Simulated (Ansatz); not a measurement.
Planning a run of Ansatz 0.2.0 on SrLi2SnS4 (I222). The input:

```yaml
crystal:
  lattice:
    - [-3.46268, 3.3295, 3.959]
    - [3.46268, -3.3295, 3.959]
    - [3.46268, 3.3295, -3.959]
  atoms:
    - { symbol: Li, position: [0.252511908, 0.752511908, 0.5] }
    - { symbol: Li, position: [0.747488092, 0.247488092, 0.5] }
    - { symbol: Sr, position: [0.5, 0.5, 0.0] }
    - { symbol: Sn, position: [0.0, 0.0, 0.0] }
    - { symbol: S, position: [0.0333828001, 0.028855845, 0.4128571019] }
    - { symbol: S, position: [0.9666171999, 0.3794743018, -0.0045269551] }
    - { symbol: S, position: [0.6159987431, 0.6205256982, 0.5871428981] }
    - { symbol: S, position: [0.3840012569, 0.971144155, 0.0045269551] }
kpoints:
  mp_grid: { grid: [4, 4, 4] }
hamiltonian:
  xc: pbe
  pseudopotentials: { kind: paw, azcp: { folder: soft_1 } }
scf:
  occupations: { method: fixed }
gw:
  n_empty_bands: 660
  ecut_chi: 140
  qp_bands: [v2, c2]
  qp_kpoints: band_edges
  screening: { model: contour_deformation }
```

```sh
ansatz run input.yaml --threads 4 --pin off --max-ram 138240MiB --backend cuda --events-out ev --progress --plain --runs-dir out --devices 1 --max-vram 26GiB
```

Estimate wall time and host memory on 1 × NVIDIA H100 80GB HBM3 (shared by 3 runs) with 4 threads of AMD EPYC 7R13 (Zen 3), shared host.

It took 56 s; on shared hardware allow 28 s to 1.9 min. Peak host memory was 3.3 GiB. The sizes that set the cost: 3557 plane waves a state, 18 irreducible k points, 687 bands summed, 675 plane waves in the screening and 9 SCF cycles.

The screening grows as filled bands × empty bands × pairs of k points, times the square of the screening basis for the matrix.

[Paths, hosts, dates, memory and timing lines, banners, echoed tables and standing remarks are left out of the program output.]

[Logs are printed without paths, hosts, clocks, repeated set-up lines and the standing remarks that a program may print on its own settings, such as how far it seeks lower states.]

[Runs of the session that timed out or met a known fault of the program may be left out.]

[Cells called generated may have been cut or substituted from an entry of the Crystallography Open Database or the Materials Project.]

[Hosts, paths, dates, database ids (printed as entryN), source tags and the programs' standing remarks are cut or masked in the printed files.]
